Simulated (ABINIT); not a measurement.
Computed results, one entry a study.

How the form of the self-energy moves the gap of GaP (F-43m). The structure is cubic, space group F-43m (No. 216). The conventional cell has a = 5.450 Å, b = 5.450 Å, c = 5.450 Å, α = 90.00°, β = 90.00°, γ = 90.00°. Nearest to Ga lie 4 P at 2.36 Å. Nearest to P lie 4 Ga at 2.36 Å. Farther neighbours, and contacts between anions beyond the nearest, are not listed. The calculation used RPA screening on PBE, plane waves, norm-conserving pseudopotentials (and 2 further levels or steps) in ABINIT 10.8.3, with cutoff 36 Ha, PseudoDojo scalar-relativistic 0.4.1 standard, norm-conserving, ngkpt (6, 6, 6), nband 177, ecuteps 8.4 Ha, inclvkb 2, shiftk (0, 0, 0), symchi 1, awtr 1, frequency ppm, 6×6×6 k-mesh. The G0W0, Godby-Needs plasmon pole is 2.205 eV. The G0W0, Hybertsen-Louie plasmon pole is 2.368 eV, the G0W0, von der Linden-Horsch plasmon pole is 2.263 eV and the G0W0, Engel-Farid plasmon pole is 2.219 eV. The known limits are short of the basis limit; exchange with frozen shells missing; no spin-orbit coupling. It took 6 runs, 8.7 min in all on 8 MPI ranks of Intel Xeon Platinum 8259CL at 2.50GHz (Skylake/Cascade Lake), shared host. G0W0, Hybertsen-Louie plasmon pole: +0.163 eV against G0W0, Godby-Needs plasmon pole. G0W0, von der Linden-Horsch plasmon pole: +0.058 eV against G0W0, Godby-Needs plasmon pole. The cell and positions come from the Crystallography Open Database and are kept as given unless a step says otherwise. Limits: no spin-orbit coupling. The norm-conserving file of at least one element keeps a d shell over frozen s and p shells of the same row. Exchange with those shells is missing from the self-energy, an error of 0.3 to 0.9 eV in cases checked, whose sign depends on which edge lies on those atoms.

[Paths, hosts, dates, memory and timing lines, banners, echoed tables and standing remarks are left out of the program output; an Ansatz launch command may be rebuilt from the run's recorded settings. Measured values are a selection of at most five: reports struck by readers or far from the other reports are left out. None is set beside runs whose start may be inverted or whose files or cutoffs have a known fault.]

[Runs of the session that timed out or met a known fault of the program may be left out.]

[Hosts, paths, dates, database ids (printed as entryN), source tags and the programs' standing remarks are cut or masked in the printed files.]

[G0W0 gaps are taken among the corrected bands and points alone; a level outside them can change the order at an edge.]

[Where Ansatz stands beside ABINIT at settings called matched, ABINIT's density can come from a denser mesh and the files from another edition; pairs whose starting gaps differed by over 0.03 eV were left out, so agreement reads better than it is.]
